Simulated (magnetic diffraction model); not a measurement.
**Solving a magnetic structure from powder neutron data: Sr2Mn2Ga5Cu4**

Space group Pm-3 (no. 200), a = 8.8550 Å.

```
site  atom       x       y       z
  6f    Sr  0.1832       0     1/2
  1a    Ga       0       0       0
  6g    Ga  0.3357     1/2       0
  8i    Ga  0.2797  0.2797  0.2797
 12j    Cu  0.1683  0.2574       0
  6h    Mn  0.7259     1/2     1/2
```

The compound is invented for this exercise: a known structure type with other elements, its cell scaled to their sizes and not relaxed.

Only Mn is taken to order (form factors of Mn2+); orders and moment sizes are assumed, and not adapted to the symmetry. Radiation: neutrons of λ = 4.2 Å, 3° to 90°; isotropic B of 0.39 Å² (Sr), 0.46 Å² (Ga), 0.46 Å² (Cu) and 0.49 Å² (Mn). The intensities are simulated: I ∝ L Σ (|F_N|² + |F_M⊥|²) for unpolarised neutrons, with F_M = 2.695 fm/μB × Σ f(s) S exp(2πi Q·r) exp(−B s²) at Q = H ± k (one set where k and −k are equivalent), only the part normal to Q counting and L = 1/(sin²θ cos θ). For collinear order S is the moment m, which repeats by lattice and centring translations R with the sign exp(−2πi k·R). Form factors are spin-only for 3d ions and dipole or tabulated for f ions, scattering lengths are Sears's of 1992, and absorption is left out. A label names one of the reflections at its angle. The strongest nuclear line in the range is 100, and lines under 0.2 are left out.

Above the ordering temperature:

```
2θ (°)    index      I
 27.44  (1 0 0)  100.0
 39.19  (1 1 0)    8.6
 48.51  (1 1 1)    2.8
 56.63  (2 0 0)    7.9
 64.05  (2 0 1)    2.7
 71.03  (2 1 1)    3.4
 84.25  (2 2 0)    9.3
```

Below it (cell unchanged):

```tsv
2θ (°)	I
19.31	1.7
27.44	100.0
39.19	8.6
44.05	0.4
48.51	2.8
52.68	1.6
56.63	7.9
60.41	0.7
64.05	2.7
71.03	3.4
74.40	2.2
81.00	1.0
84.25	9.3
87.48	0.3
```

**Question.** Check that the new lines index with k = (0 1/2 1/2), then choose among these models:
A. collinear moments along [100], 1.66 μB on Mn; signs + at (0.7259, 1/2, 1/2), − at (1/2, 1/2, 0.7259), + at (1/2, 0.7259, 1/2), − at (1/2, 1/2, 0.2741), + at (1/2, 0.2741, 1/2), + at (0.2741, 1/2, 1/2)
B. collinear moments along [001], 1.66 μB on Mn; signs + at (0.7259, 1/2, 1/2), − at (1/2, 1/2, 0.7259), + at (1/2, 0.7259, 1/2), − at (1/2, 1/2, 0.2741), + at (1/2, 0.2741, 1/2), + at (0.2741, 1/2, 1/2)
C. collinear moments along [100], 1.66 μB on Mn; signs + at (0.7259, 1/2, 1/2), + at (1/2, 1/2, 0.7259), + at (1/2, 0.7259, 1/2), − at (1/2, 1/2, 0.2741), − at (1/2, 0.2741, 1/2), − at (0.2741, 1/2, 1/2)
D. collinear moments along [001], 1.66 μB on Mn; signs + at (0.7259, 1/2, 1/2), + at (1/2, 1/2, 0.7259), + at (1/2, 0.7259, 1/2), − at (1/2, 1/2, 0.2741), − at (1/2, 0.2741, 1/2), − at (0.2741, 1/2, 1/2)

The new lines index as (0 1/2 1/2) at 19.31°, (0 3/2 1/2) at 44.05°, (1 3/2 1/2) at 52.68° and (2 1/2 1/2) at 60.41°, that is as H ± k with k = (0 1/2 1/2), one of 3 inequivalent arms of its star (k and −k counted as one), which a powder can't tell apart. Half indices mean that the moments reverse under translations with k·R a half-integer, and the magnetic cell has twice the primitive volume.

Magnetic intensity, observed (below minus above) and for each model:

| 2θ (°) | index | observed | A | B | C | D |
| --- | --- | --- | --- | --- | --- | --- |
| 19.31 | (0 1/2 1/2) | 1.7 | 3.3 | 1.7 | 2.8 | 1.4 |
| 33.77 | (1 1/2 1/2) | <0.2 | <0.2 | <0.2 | 1.3 | 3.2 |
| 44.05 | (0 3/2 1/2) | 0.4 | 3.2 | 0.4 | 1.4 | 0.7 |
| 52.68 | (1 3/2 1/2) | 1.6 | 2.0 | 1.6 | 2.5 | 2.3 |
| 60.41 | (2 1/2 1/2) | 0.7 | 0.4 | 0.7 | 0.5 | 0.8 |
| 67.58 | (1 3/2 3/2) | <0.2 | <0.2 | <0.2 | 1.0 | 0.7 |
| 74.40 | (2 3/2 1/2) | 2.2 | 2.4 | 2.2 | 0.6 | 0.9 |
| 81.00 | (1 5/2 1/2) | 1.0 | 1.7 | 1.0 | 0.9 | 0.6 |

Model B matches.

The structure used: k = (0 1/2 1/2), collinear moments along [001], 1.66 μB on Mn; signs + at (0.7259, 1/2, 1/2), − at (1/2, 1/2, 0.7259), + at (1/2, 0.7259, 1/2), − at (1/2, 1/2, 0.2741), + at (1/2, 0.2741, 1/2), + at (0.2741, 1/2, 1/2).

[Logs are printed without paths, hosts, clocks, repeated set-up lines and the standing remarks that a program may print on its own settings, such as how far it seeks lower states.]
